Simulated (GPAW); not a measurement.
# How SiC (Moissanite) absorbs and reflects light

Aim: the dielectric function of SiC (Moissanite), and the optical constants that follow from it.

Main program and level: GPAW 26.7.0; DFT, LDA, plane-wave PAW (GPAW data sets), scalar-relativistic, RPA, optical limit.

### Step 1. The structure

It takes space group P6_3mc (No. 186, hexagonal). Conventional cell: a = 3.076 Å, b = 3.076 Å, c = 5.048 Å, α = 90.00°, β = 90.00°, γ = 120.00°. Si has 4 C at 1.87 to 1.94 Å nearest. Nearest to C lie 4 Si at 1.87 to 1.94 Å. Farther neighbours are not listed.

### Step 2. Ground state

First the ground state: is it a metal or has it a gap?

This step: DFT, LDA, plane-wave PAW (GPAW data sets), scalar-relativistic, ground state (GPAW 26.7.0).

Input file gs.py:

```python
from ase import Atoms
from ase.dft.bandgap import bandgap
from gpaw import GPAW, PW, FermiDirac

atoms = Atoms(['Si', 'Si', 'C', 'C'],
              cell=[[3.076000000000, 0.000000000000, 0.000000000000],
                    [-1.538000000000, 2.663894142000, 0.000000000000],
                    [0.000000000000, 0.000000000000, 5.048000000000]],
              scaled_positions=[[0.666666666700, 0.333333333300, 0.500000000000],
                                [0.333333333300, 0.666666666700, 0.000000000000],
                                [0.666666666700, 0.333333333300, 0.885000000000],
                                [0.333333333300, 0.666666666700, 0.385000000000]],
              pbc=[True, True, True])
atoms.calc = GPAW(mode=PW(500), xc='LDA', kpts={'size': (9, 9, 5), 'gamma': True},
                  occupations=FermiDirac(0.05), maxiter=150, txt='gs.txt')
print('energy (eV)', atoms.get_potential_energy())
print('Fermi level (eV)', atoms.calc.get_fermi_level())
print('valence electrons', atoms.calc.get_number_of_electrons())
print('gap (eV)', bandgap(atoms.calc, output=None)[0])
print('direct gap (eV)', bandgap(atoms.calc, direct=True, output=None)[0])
atoms.calc.write('gs.gpw')
```

On the command line:

```
$ OMP_NUM_THREADS=1 python gs.py
```

Numbers of over 12 decimals in the logs are rounded to 6 here.

Output:

```text
__  _  _
 | _ |_)|_||  |
 |__||  | ||/\| - 26.7.0

Versions:
  Python: 3.12.14
  ASE:    3.29.0
  Numpy:  2.5.5
  Scipy:  1.18.1
  Libxc:  7.0.0

Input parameters:
  mode=PW(ecut=500.0),
  kpts=MonkhorstPack(size=(9, 9, 5), gamma=True),
  maxiter=150,
  occupations=Occupations(name='fermi-dirac', width=0.05, fixmagmom=False),
  xc=XC(name='LDA')

Diagonalizing LCAO Hamiltonian
Converting LCAO to pw mode

           C

           Si
        C

        Si

Atoms  # Å, Bohr magnetons
|   | symbol |         x |        y |        z |    initial magnetic moments |
| 0 |     Si |  1.538000 | 0.887965 | 2.524000 | ( 0.0000,  0.0000,  0.0000) |
| 1 |     Si | -0.000000 | 1.775929 | 0.000000 | ( 0.0000,  0.0000,  0.0000) |
| 2 |      C |  1.538000 | 0.887965 | 4.467480 | ( 0.0000,  0.0000,  0.0000) |
| 3 |      C | -0.000000 | 1.775929 | 1.943480 | ( 0.0000,  0.0000,  0.0000) |

Unit cell  # Å
| periodic |         x |        y |        z |  lengths |     angles |
|      yes |  3.076000 | 0.000000 | 0.000000 | 3.076000 |  90.000000 |
|      yes | -1.538000 | 2.663894 | 0.000000 | 3.076000 |  90.000000 |
|      yes |  0.000000 | 0.000000 | 5.048000 | 5.048000 | 120.000000 |

Number of symmetries: 6
Symmetry operations  # r_c * U_cc + t_c -> r_c
|   | kind |            matrix            |
| 0 |  σ   |  1, 1, 0,  0,-1, 0,  0, 0, 1 |
| 1 |  E   |  1, 0, 0,  0, 1, 0,  0, 0, 1 |
| 2 |  C3  |  0, 1, 0, -1,-1, 0,  0, 0, 1 |
| 3 |  σ   |  0,-1, 0, -1, 0, 0,  0, 0, 1 |
| 4 |  σ   | -1, 0, 0,  1, 1, 0,  0, 0, 1 |
| 5 |  C3  | -1,-1, 0,  1, 0, 0,  0, 0, 1 |

BZ-sampling:
  Number of BZ points: 405
  Number of IBZ points: 50

  Monkhorst-Pack size: [9, 9, 5]
  Monkhorst-Pack shift: [0, 0, 0]

K-points  # in reciprocal-cell coordinates
|     |                                coordinates |     weight |
|   0 | (  0.00000000,   0.00000000,   0.00000000) | 0.00246914 |
|   1 | (  0.00000000,   0.00000000,   0.20000000) | 0.00493827 |
|   2 | (  0.00000000,   0.00000000,   0.40000000) | 0.00493827 |
|   3 | (  0.11111111,   0.00000000,  -0.40000000) | 0.01481481 |
|   4 | (  0.11111111,   0.00000000,  -0.20000000) | 0.01481481 |
|   5 | (  0.11111111,   0.00000000,   0.00000000) | 0.01481481 |
|   6 | (  0.11111111,   0.00000000,   0.20000000) | 0.01481481 |
|   7 | (  0.11111111,   0.00000000,   0.40000000) | 0.01481481 |
|   8 | (  0.22222222,  -0.11111111,   0.00000000) | 0.01481481 |
|   9 | (  0.22222222,  -0.11111111,   0.20000000) | 0.02962963 |
| ... |                                            |            |
|  49 | (  0.44444444,   0.44444444,   0.40000000) | 0.02962963 |

Plane wave coefficients: 1099
Cutoff: 500.0 eV

Spin-components: 1 (collinear spins)
Bands:           14
Projectors:      20
Spin-degeneracy: 2
Datatype:        complex128

Parallelization:
  kpt:    1
  domain: 1
  band:   1

Density:
  Valence electrons: 16.0
  Components: 1
  Grid points: [16 16 27]
  Charge: 0.0  # |e|

Potential:
  Grid points: [16 16 27]

species:
  Si:
    name:    Silicon
    id:
    Z:       14.0
    valence: 4
    core:    10
    charge:  0.0  # [|e|]
    compensation charges:
      type: gauss
      rc: 0.33  # [Å]
      lmax: 2
    cutoffs:
      filter: 1.86  # [Å]
      core: 2.06  # [Å]
    projectors
    | kind |    occ | energy [eV] | rcut [Å] |
    |   3s |  2.000 |     -10.878 |    1.058 |
    |   3p |  2.000 |      -4.162 |    1.058 |
    |    s |        |      16.334 |    1.058 |
    |    p |        |      23.049 |    1.058 |
    |    d |        |       0.000 |    1.058 |

    Using partial waves for Si as LCAO basis

  C:
    name:    Carbon
    id:
    Z:       6.0
    valence: 4
    core:    2
    charge:  0.0  # [|e|]
    compensation charges:
      type: gauss
      rc: 0.20  # [Å]
      lmax: 2
    cutoffs:
      filter: 1.14  # [Å]
      core: 1.14  # [Å]
    projectors
    | kind |    occ | energy [eV] | rcut [Å] |
    |   2s |  2.000 |     -13.639 |    0.635 |
    |   2p |  2.000 |      -5.414 |    0.635 |
    |    s |        |      13.573 |    0.635 |
    |    p |        |      21.797 |    0.635 |
    |    d |        |       0.000 |    0.635 |

    Using partial waves for C as LCAO basis

Reference energy: -17755.031442  # eV

eigensolver:
  PPCG
  Converge bands: occupied
  niter=2

density mixing:
  MSR1-Mixer
  Pratt-step length: 0.05
  Maximum mixing coefficient: 0.75
  Old densities: 10
  SVD Regularization: 0.005
  Good broyden scale: 1.0
  Trust region scale: 1.0
  Backstep threshold: 4.0
  History deletion threshold: 6.0
  Fourier metric: weight=20.0, sigma=0.015

occupation numbers:
  Fermi-Dirac:
    width: 0.0500  # eV

poisson solver:
  ecut: 4000.0  # eV

xc functional:
  name: None

convergence criteria:
- Maximum [total energy] change in last 3 cyles: 0.0005 eV / valence electron
- Maximum integral of absolute [dens]ity change: 0.0001 electrons / valence electron
- Maximum integral of absolute [eigenst]ate change: 4e-08 eV^2 / valence electron
maximum number of iterations: 150

SCF iterations
|iter     |      energy | eigst |  dens |
|iter:   1||  -36.695176 | -0.13 |       |
|iter:   2||  -35.891677 | -2.05 | -0.55 |
|iter:   3||  -33.136754 | -0.65 | -0.60 |
|iter:   4||  -33.123943 | -2.73 | -1.33 |
|iter:   5||  -33.124925 | -3.47 | -1.71 |
|iter:   6||  -33.125039c| -5.32 | -2.62 |
|iter:   7||  -33.125044c| -6.78 | -3.42 |
|iter:   8||  -33.125044c| -8.12c| -4.18c|

Converged in 8 steps
SCF loop duration: 7.414 s (0.927 s/step)
Energy contributions relative to reference atoms: (reference = -17755.031442)

Energy contributions:
  Kinetic:          32.967139
  Coulomb:         -27.601532
  Zero:             -0.048290
  External:          0.000000
  Xc:              -38.442360
  Entropy:          -0.000000
  Spinorbit:         0.000000
  ----------------------------
  Free energy:     -33.125044
  Extrapolated:    -33.125044

dipole moment: (0.000014, -0.000011, -8.917587)  # |e|*Ang

Fermi level: 9.577
Eigenvalues  # (at kpt = [0.000, 0.000, 0.000])
| band index |      eig [eV] | occ [0-2] |
|          0 |        -7.332 |     2.000 |
|          1 |        -3.779 |     2.000 |
|          2 |        -0.404 |     2.000 |
|          3 |         6.758 |     2.000 |
|          4 |         6.758 |     2.000 |
|          5 |         8.039 |     2.000 |
|          6 |         8.039 |     2.000 |
|          7 |         8.312 |     2.000 |
|          8 |        12.909 |     0.000 |
|          9 |        14.384 |     0.000 |
|         10 |        14.716 |     0.000 |
|         11 |        14.716 |     0.000 |
|         12 |        15.794 |     0.000 |
|         13 |        16.920 |     0.000 |

Gap: 2.208 eV
Transition (v -> c):
  (s=0, k=0, n=7, [0.00, 0.00, 0.00]) -> (s=0, k=26, n=8, [0.33, 0.33, 0.00])
Direct/indirect transitions are different
Direct gap: 4.015 eV
Transition at: (s=0, k=39, n=7, [0.44, 0.00, 0.00])

--- standard output ---
energy (eV) -33.125044
Fermi level (eV) 9.577100
valence electrons 16.0
gap (eV) 2.207859
direct gap (eV) 4.015455
```

It took 9.1 s on 1 thread of Arm Neoverse V2, shared host; peak memory 0.15 GiB.

Read-outs, printed or worked out from the files:

* energy: -33.13 eV
* Fermi energy: 9.577 eV
* gap on the k-mesh: 2.208 eV
* direct gap on the mesh: 4.015 eV
* electrons: 16

There is a gap, 2.21 eV on this mesh (points off the mesh can give less), so no carriers' term is needed.

### Step 3. Bands for the response

The response needs many more empty bands than the density does.

This step: DFT, LDA, plane-wave PAW (GPAW data sets), scalar-relativistic, bands at fixed density (GPAW 26.7.0).

Input file nscf.py:

```python
from ase.dft.bandgap import bandgap
from gpaw import GPAW, FermiDirac

calc = GPAW('gs.gpw').fixed_density(kpts={'size': (12, 12, 6), 'gamma': True}, nbands=46, convergence={'bands': 40},
                                    occupations=FermiDirac(0.001), txt='nscf.txt')
print('gap (eV)', bandgap(calc, output=None)[0])
print('direct gap (eV)', bandgap(calc, direct=True, output=None)[0])
print('top band over the Fermi level (eV)', min(calc.get_eigenvalues(kpt=k)[39] for k in range(len(calc.get_ibz_k_points()))) - calc.get_fermi_level())
calc.write('full.gpw', mode='all')
```

On the command line:

```
$ OMP_NUM_THREADS=1 python nscf.py
```

Output:

```text
Diagonalizing LCAO Hamiltonian
Converting LCAO to pw mode
convergence criteria:
- Maximum integral of absolute [eigenst]ate change: 4e-08 eV^2 / valence electron
maximum number of iterations: 150

SCF iterations
|iter     |      energy | eigst |  dens |
|iter:   1||             | +3.68 |       |
|iter:   2||             | +2.41 |       |
|iter:   3||             | +1.41 |       |
|iter:   4||             | +0.24 |       |
|iter:   5||             | -0.85 |       |
|iter:   6||             | -1.84 |       |
|iter:   7||             | -2.75 |       |
|iter:   8||             | -3.67 |       |
|iter:   9||             | -4.53 |       |
|iter:  10||             | -5.47 |       |
|iter:  11||             | -6.31 |       |
|iter:  12||             | -7.06 |       |
|iter:  13||             | -7.64c|       |
SCF steps: 13
  __  _  _
 | _ |_)|_||  |
 |__||  | ||/\| - 26.7.0

Versions:
  Python: 3.12.14
  ASE:    3.29.0
  Numpy:  2.5.5
  Scipy:  1.18.1
  Libxc:  7.0.0

Input parameters:
  mode=PW(ecut=500.0),
  convergence={'bands': 40},
  gpts=array([16, 16, 27]),
  kpts=MonkhorstPack(size=(12, 12, 6), gamma=True),
  maxiter=150,
  nbands=46,
  occupations=Occupations(name='fermi-dirac', width=0.001, fixmagmom=False),
  parallel={},
  xc=XC(name='LDA')

--- standard output ---
gap (eV) 2.207859
direct gap (eV) 3.979272
top band over the Fermi level (eV) 33.285319
```

Wall time 80 s (1 thread); peak memory 0.24 GiB.

Read-outs, printed or worked out from the files:

```
direct gap on the mesh : 3.979 eV
```

[end of part 1 of 2]

[Machine, clock and banner lines and Python warnings are left out of the logs.]

[Logs are printed without paths, hosts, clocks, repeated set-up lines and the standing remarks that a program may print on its own settings, such as how far it seeks lower states.]

[Hosts, paths, dates, database ids (printed as entryN), source tags and the programs' standing remarks are cut or masked in the printed files.]
